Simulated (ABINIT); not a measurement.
# Quasiparticle gap of BN (P6_3mc) in ABINIT, part 3 of 3

How does a plane-wave GW calculation on BN (P6_3mc) run from the first input to the gap?

ABINIT 10.8.3; PBE and many-body steps on it, plane waves. Known limits of the many-body steps: not at the basis limit; coarse k mesh.

So far. Step 4 (Empty states on the mesh, 6×6×4 mesh, 144 bands): On this mesh the gap is 5.280 eV. Step 5 (Screening, 6×6×4 mesh, 136 bands, screening to 244.9 eV): Local fields lower ε∞ by 7 %. On a Γ-centred mesh this coarse the value itself is usually too large, while a short band sum pulls it down.

The database entry behind the starting cell has ideal inner coordinates that were not refined, so it need not match the best structure at ambient conditions.

## 6. Self-energy, 6×6×4 mesh, 136 bands, screening to 244.9 eV

The self-energy is evaluated for the states that the input lists, and the levels follow from it, in one-shot runs by the linearised quasiparticle equation.

This step: G0W0 on PBE, plane waves, norm-conserving pseudopotentials.

Input file run.abi:

```
acell 3*1.0 Angstrom
rprim 
  2.536000000002 -0.000000000000 0.000000000000
  -1.268000000000 2.196240423999 0.000000000000
  0.000000000000 0.000000000000 4.199000000000
ntypat 2
znucl 5 7
natom 4
typat 1 1 2 2
xred 
  0.666666666667 0.333333333333 0.000000000000
  0.333333333333 0.666666666667 0.500000000000
  0.666666666667 0.333333333333 0.375000000000
  0.333333333333 0.666666666667 0.875000000000
pp_dirpath "pseudos"
pseudos "B.upf, N.upf"
ecut 36
ngkpt 6 6 4
nshiftk 1
shiftk 0 0 0
kptopt 1
chksymbreak 0
istwfk *1
occopt 1
irdwfk 1
optdriver 4
nband 136
gwcalctyp 0
ecutsigx 36
symsigma 1
nkptgw 21
kptgw 
  0.0000000000 0.0000000000 0.0000000000
  0.1666666667 0.0000000000 0.0000000000
  0.3333333333 0.0000000000 0.0000000000
  0.5000000000 0.0000000000 0.0000000000
  0.1666666667 0.1666666667 0.0000000000
  0.3333333333 0.1666666667 0.0000000000
  0.3333333333 0.3333333333 0.0000000000
  0.0000000000 0.0000000000 0.2500000000
  0.1666666667 0.0000000000 0.2500000000
  0.3333333333 0.0000000000 0.2500000000
  0.5000000000 0.0000000000 0.2500000000
  0.1666666667 0.1666666667 0.2500000000
  0.3333333333 0.1666666667 0.2500000000
  0.3333333333 0.3333333333 0.2500000000
  0.0000000000 0.0000000000 0.5000000000
  0.1666666667 0.0000000000 0.5000000000
  0.3333333333 0.0000000000 0.5000000000
  0.5000000000 0.0000000000 0.5000000000
  0.1666666667 0.1666666667 0.5000000000
  0.3333333333 0.1666666667 0.5000000000
  0.3333333333 0.3333333333 0.5000000000
bdgw 
  1 16
  1 16
  1 16
  1 16
  1 16
  1 16
  1 16
  1 16
  1 16
  1 16
  1 16
  1 16
  1 16
  1 16
  1 16
  1 16
  1 16
  1 16
  1 16
  1 16
  1 16
ecuteps 9
irdscr 1
ppmodel 1
indata_prefix "in"
outdata_prefix "out"
tmpdata_prefix "tmp"
```

Started as:

```console
$ OMP_NUM_THREADS=1 mpirun -n 8 abinit run.abi > log
```

Numbers of over 12 decimals in the logs are rounded to 6 here.

The program printed:

```text
.Version 10.8.3 of ABINIT. v10.8.2 released Aug 2026.

 Symmetries : space group P6_3 m c (#186); Bravais hP (primitive hexag.)
[... echo of the input left out ...]
== DATASET  1 ==================================================================
-   mpi_nproc: 8, omp_nthreads: 1 (-1 if OMP is not activated)

--- !DatasetInfo
iteration_state: {dtset: 1, }
dimensions: {natom: 4, nkpt: 21, mband: 136, nsppol: 1, nspinor: 1, nspden: 1, mpw: 1677, }
cutoff_energies: {ecut:  36.0, pawecutdg:  -1.0, }
electrons: {nelect:   1.60000000E+01, charge:   0.00000000E+00, occopt:   1.00000000E+00, tsmear:   1.00000000E-02, }

 SIGMA: Calculation of the GW corrections

 Based on a program developped by R.W. Godby, V. Olevano, G. Onida, and L. Reining.
 Incorporated in ABINIT by V. Olevano, G.-M. Rignanese, and M. Torrent.
.Using double precision arithmetic ; gwpc =  8

[... cell and pseudopotentials left out ...]
--------------------------------------------------------------------------------

 ==== K-mesh for the wavefunctions ====
 Number of points in the irreducible wedge :    21
[... list of points left out ...]
 Together with 12 symmetry operations and time-reversal symmetry
 yields   144 points in the full Brillouin Zone.

 ==== Q-mesh for screening function ====
 Number of points in the irreducible wedge :    21
[... list of points left out ...]
 Together with 12 symmetry operations and time-reversal symmetry
 yields   144 points in the full Brillouin Zone.

 vcoul_init : cutoff-mode = AUXILIARY_FUNCTION
 q-points for optical limit:   1
     1)      0.000010    0.000020    0.000030
 setmesh: FFT mesh size selected  =    27x   27x   48
          total number of points  =        34992

 Number of electrons calculated from density =   16.0000; Expected =   16.0000
 average of density, n =  0.101379
 r_s =    1.3304
 omega_plasma =   30.7135 [eV]

 === KS Band Gaps ===
  >>>> For spin  1
   Minimum direct gap =   8.4515 [eV], located at k-point      :   0.1667  0.0000  0.0000
   Fundamental gap    =   5.2801 [eV], Top of valence bands at :   0.0000  0.0000  0.0000
                                       Bottom of conduction at :   0.3333  0.3333  0.0000
 SIGMA fundamental parameters:
 PLASMON POLE MODEL  1
 number of plane-waves for SigmaX                 1677
 number of plane-waves for SigmaC and W            209
 number of plane-waves for wavefunctions          1677
 number of bands                                   136
 number of independent spin polarizations            1
 number of spinorial components                      1
 number of k-points in IBZ                          21
 number of q-points in IBZ                          21
 number of symmetry operations                      12
 number of k-points in BZ                          144
 number of q-points in BZ                          144
 number of frequencies for dSigma/dE                 9
 frequency step for dSigma/dE [eV]                0.25
 number of omega for Sigma on real axis              0
 max omega for Sigma on real axis  [eV]           0.00
 zcut for avoiding poles [eV]                     0.10

 EPSILON^-1 parameters (SCR file):
 dimension of the eps^-1 matrix on file            209
 dimension of the eps^-1 matrix used               209
 number of plane-waves for wavefunctions          1677
 number of bands                                   136
 number of q-points in IBZ                          21
 number of frequencies                               2
 number of real frequencies                          1
 number of imag frequencies                          1

 matrix elements of self-energy operator (all in [eV])

 Perturbative Calculation

--- !SelfEnergy_ee
iteration_state: {dtset: 1, }
kpoint     : [   0.000,    0.000,    0.000, ]
spin       : 1
KS_gap     :    8.505
QP_gap     :   10.482
Delta_QP_KS:    1.977
data: !SigmaeeData |
     Band     E0 <VxcDFT>   SigX SigC(E0)      Z dSigC/dE  Sig(E)    E-E0       E
        1 -11.992 -15.631 -26.865   8.579   0.727  -0.376 -17.561  -1.930 -13.922
        2  -7.792 -17.008 -27.163   7.639   0.778  -0.285 -18.966  -1.958  -9.751
        3  -2.496 -14.603 -21.851   4.951   0.793  -0.262 -16.423  -1.820  -4.315
        4   6.369 -17.639 -21.874   2.941   0.825  -0.212 -18.707  -1.068   5.301
        5   6.369 -17.639 -21.874   2.941   0.825  -0.212 -18.707  -1.068   5.301
        6   8.256 -18.459 -21.955   2.491   0.828  -0.208 -19.291  -0.832   7.423
        7   8.503 -18.687 -22.262   2.583   0.827  -0.209 -19.508  -0.821   7.682
        8   8.503 -18.687 -22.262   2.583   0.827  -0.209 -19.508  -0.821   7.682
        9  17.008 -13.569  -6.969  -5.231   0.844  -0.184 -12.413   1.156  18.164
       10  17.008 -13.569  -6.969  -5.231   0.844  -0.184 -12.413   1.156  18.164
[...]
--- !SelfEnergy_ee
iteration_state: {dtset: 1, }
kpoint     : [   0.167,    0.000,    0.000, ]
spin       : 1
KS_gap     :    8.451
QP_gap     :   10.277
Delta_QP_KS:    1.825
data: !SigmaeeData |
     Band     E0 <VxcDFT>   SigX SigC(E0)      Z dSigC/dE  Sig(E)    E-E0       E
[...]
--- !SelfEnergy_ee
iteration_state: {dtset: 1, }
kpoint     : [   0.333,    0.000,    0.000, ]
spin       : 1
KS_gap     :    8.791
QP_gap     :   10.570
Delta_QP_KS:    1.779
data: !SigmaeeData |
     Band     E0 <VxcDFT>   SigX SigC(E0)      Z dSigC/dE  Sig(E)    E-E0       E
[...]
--- !SelfEnergy_ee
iteration_state: {dtset: 1, }
kpoint     : [   0.500,    0.000,    0.000, ]
spin       : 1
KS_gap     :    9.005
QP_gap     :   10.755
Delta_QP_KS:    1.750
data: !SigmaeeData |
     Band     E0 <VxcDFT>   SigX SigC(E0)      Z dSigC/dE  Sig(E)    E-E0       E
[...]
--- !SelfEnergy_ee
iteration_state: {dtset: 1, }
kpoint     : [   0.167,    0.167,    0.000, ]
spin       : 1
KS_gap     :   10.464
QP_gap     :   12.553
Delta_QP_KS:    2.089
data: !SigmaeeData |
     Band     E0 <VxcDFT>   SigX SigC(E0)      Z dSigC/dE  Sig(E)    E-E0       E
[...]
--- !SelfEnergy_ee
iteration_state: {dtset: 1, }
kpoint     : [   0.333,    0.167,    0.000, ]
spin       : 1
KS_gap     :   10.243
QP_gap     :   12.310
Delta_QP_KS:    2.067
data: !SigmaeeData |
     Band     E0 <VxcDFT>   SigX SigC(E0)      Z dSigC/dE  Sig(E)    E-E0       E
[...]
--- !SelfEnergy_ee
iteration_state: {dtset: 1, }
kpoint     : [   0.333,    0.333,    0.000, ]
spin       : 1
KS_gap     :   10.725
QP_gap     :   12.827
Delta_QP_KS:    2.103
data: !SigmaeeData |
     Band     E0 <VxcDFT>   SigX SigC(E0)      Z dSigC/dE  Sig(E)    E-E0       E
[...]
--- !SelfEnergy_ee
iteration_state: {dtset: 1, }
kpoint     : [   0.000,    0.000,    0.250, ]
spin       : 1
KS_gap     :    9.323
QP_gap     :   11.381
Delta_QP_KS:    2.058
data: !SigmaeeData |
     Band     E0 <VxcDFT>   SigX SigC(E0)      Z dSigC/dE  Sig(E)    E-E0       E
[...]
--- !SelfEnergy_ee
iteration_state: {dtset: 1, }
kpoint     : [   0.167,    0.000,    0.250, ]
spin       : 1
KS_gap     :    8.971
QP_gap     :   10.847
Delta_QP_KS:    1.876
data: !SigmaeeData |
     Band     E0 <VxcDFT>   SigX SigC(E0)      Z dSigC/dE  Sig(E)    E-E0       E
[...]
--- !SelfEnergy_ee
[...]
kpoint     : [   0.333,    0.000,    0.250, ]
spin       : 1
KS_gap     :    9.118
QP_gap     :   10.953
Delta_QP_KS:    1.835
data: !SigmaeeData |
     Band     E0 <VxcDFT>   SigX SigC(E0)      Z dSigC/dE  Sig(E)    E-E0       E
[...]
--- !SelfEnergy_ee
iteration_state: {dtset: 1, }
kpoint     : [   0.333,    0.000,    0.500, ]
spin       : 1
KS_gap     :   10.639
QP_gap     :   12.644
Delta_QP_KS:    2.005
data: !SigmaeeData |
     Band     E0 <VxcDFT>   SigX SigC(E0)      Z dSigC/dE  Sig(E)    E-E0       E
[...]
--- !SelfEnergy_ee
iteration_state: {dtset: 1, }
kpoint     : [   0.500,    0.000,    0.500, ]
spin       : 1
KS_gap     :   10.305
QP_gap     :   12.279
Delta_QP_KS:    1.973
data: !SigmaeeData |
     Band     E0 <VxcDFT>   SigX SigC(E0)      Z dSigC/dE  Sig(E)    E-E0       E
[...]
--- !SelfEnergy_ee
iteration_state: {dtset: 1, }
kpoint     : [   0.167,    0.167,    0.500, ]
spin       : 1
KS_gap     :   12.478
QP_gap     :   14.717
Delta_QP_KS:    2.239
data: !SigmaeeData |
     Band     E0 <VxcDFT>   SigX SigC(E0)      Z dSigC/dE  Sig(E)    E-E0       E
[...]
--- !SelfEnergy_ee
iteration_state: {dtset: 1, }
kpoint     : [   0.333,    0.167,    0.500, ]
spin       : 1
KS_gap     :   11.566
QP_gap     :   13.653
Delta_QP_KS:    2.087
data: !SigmaeeData |
     Band     E0 <VxcDFT>   SigX SigC(E0)      Z dSigC/dE  Sig(E)    E-E0       E
[...]
--- !SelfEnergy_ee
iteration_state: {dtset: 1, }
kpoint     : [   0.333,    0.333,    0.500, ]
spin       : 1
KS_gap     :   12.518
QP_gap     :   14.617
Delta_QP_KS:    2.099
data: !SigmaeeData |
     Band     E0 <VxcDFT>   SigX SigC(E0)      Z dSigC/dE  Sig(E)    E-E0       E
[...]
12  18.806 -13.749  -7.104  -5.347   0.839  -0.191 -12.660   1.089  19.895
       13  23.137 -15.650  -7.028  -6.757   0.811  -0.233 -14.137   1.513  24.650
       14  23.137 -15.650  -7.028  -6.757   0.811  -0.233 -14.137   1.513  24.650
       15  25.355 -16.611  -7.257  -7.282   0.796  -0.256 -14.962   1.649  27.004
       16  25.355 -16.611  -7.257  -7.282   0.796  -0.256 -14.962   1.649  27.004

 New Fermi energy :        4.071391E-01 Ha ,    1.107882E+01 eV
 New Exchange energy :    -6.785442E+00 Ha ,   -1.846413E+02 eV

 === QP Band Gaps ===
  >>>> For spin  1
   Minimum direct gap =  10.2770 [eV], located at k-point      :   0.1667  0.0000  0.0000
   Fundamental gap    =   6.7940 [eV], Top of valence bands at :   0.0000  0.0000  0.0000
                                       Bottom of conduction at :   0.3333  0.3333  0.0000

== END DATASET(S) ==============================================================
================================================================================

 -outvars: echo values of variables after computation  --------
           etotal      0.0000000000E+00
            nband         136
             nkpt          21
          spgroup         186
 [... the other variables as echoed above ...]

 Calculation completed.
```

Run time: 11 min. Hardware: 8 MPI ranks of Intel Xeon 6975P-C (Granite Rapids), shared host; peak memory 2.7 GiB; 1.5 h of CPU time.

This step gave:

* G0W0 gap on the mesh: 6.794 eV
* starting gap on the mesh: 5.280 eV
* k of the valence top: 0, 0, 0
* k of the conduction bottom: 0.3333, 0.3333, 0
* Z at the valence top: 0.827
* Z at the conduction bottom: 0.858
* least direct G0W0 gap on the computed points: 10.28 eV

The gap on the mesh goes from 5.28 eV to 6.79 eV, a correction of +1.51 eV.

Limits: finite bands, cutoff and mesh; coarse k mesh. v1 is the top filled band, c1 the lowest empty one. Levels before and after the correction, in eV, zero at the valence-band top of each column:

```
           conduction bottom  valence top
Kohn-Sham               5.28         0.00
     G0W0               6.79         0.00
```

```
                           level  energy (eV)
Kohn-Sham                   Γ v3       -0.247
Kohn-Sham                Γ v2-v1        0.000
Kohn-Sham                Γ c1-c2        8.505
Kohn-Sham                   Γ c3        8.676
Kohn-Sham     (0.333 0.333 0) v3       -5.508
Kohn-Sham  (0.333 0.333 0) v2-v1       -5.445
Kohn-Sham     (0.333 0.333 0) c1        5.280
Kohn-Sham  (0.333 0.333 0) c2-c3       13.590
     G0W0                   Γ v3       -0.259
     G0W0                Γ v2-v1        0.000
     G0W0                Γ c1-c2       10.482
     G0W0                   Γ c3       10.638
     G0W0     (0.333 0.333 0) v3       -6.059
     G0W0  (0.333 0.333 0) v2-v1       -6.034
     G0W0     (0.333 0.333 0) c1        6.794
     G0W0  (0.333 0.333 0) c2-c3       15.924
```

## 7. Where the time went

Times are wall times on 8 MPI ranks of Intel Xeon 6975P-C (Granite Rapids), shared host, good to a factor of about two.

```
                          step    time  share  memory (GiB)
                  ground state   4.3 s    1 %          0.55
bands along the symmetry lines   5.1 s    1 %          0.52
      empty states on the mesh   7.6 s    1 %           1.6
                     screening    37 s    5 %           1.5
                   self-energy  11 min   93 %           2.7
```

## 8. Summary of results

```json
{
  "PBE gap": "5.28 eV, indirect",
  "G0W0 gap on the mesh": "6.79 eV",
  "GW settings": "6×6×4 mesh, 136 bands, screening to 244.9 eV, Godby-Needs plasmon pole",
  "known limits": "not at the basis limit; coarse k mesh"
}
```

In words: G0W0 moves the gap on the mesh from 5.28 eV to 6.79 eV (+1.51 eV), with Z of 0.83 and 0.86 at the edges. Local fields lower the RPA ε∞ on this mesh from 4.69 to 4.34; a Γ-centred mesh this coarse tends to raise both, most where the direct gap is narrow, while a short band sum lowers them. The dearest step here is «self-energy». Bands and cutoff are finite, so the gap is not at the basis limit. The miss can reach some tenths of an eV and take either sign; the mesh is an error of its own. The 6×6×4 mesh is coarse for this cell, which bears on the long-range parts of exchange and screening.

[Paths, hosts, dates, memory and timing lines, banners, echoed tables and standing remarks are left out of the program output.]

[Logs are printed without paths, hosts, clocks, repeated set-up lines and the standing remarks that a program may print on its own settings, such as how far it seeks lower states.]

[Runs of the session that timed out or met a known fault of the program may be left out.]

[Hosts, paths, dates, database ids (printed as entryN), source tags and the programs' standing remarks are cut or masked in the printed files.]

[G0W0 gaps are taken among the corrected bands and points alone; a level outside them can change the order at an edge.]

[Where Ansatz stands beside ABINIT at settings called matched, ABINIT's density can come from a denser mesh and the files from another edition; pairs whose starting gaps differed by over 0.03 eV were left out, so agreement reads better than it is.]
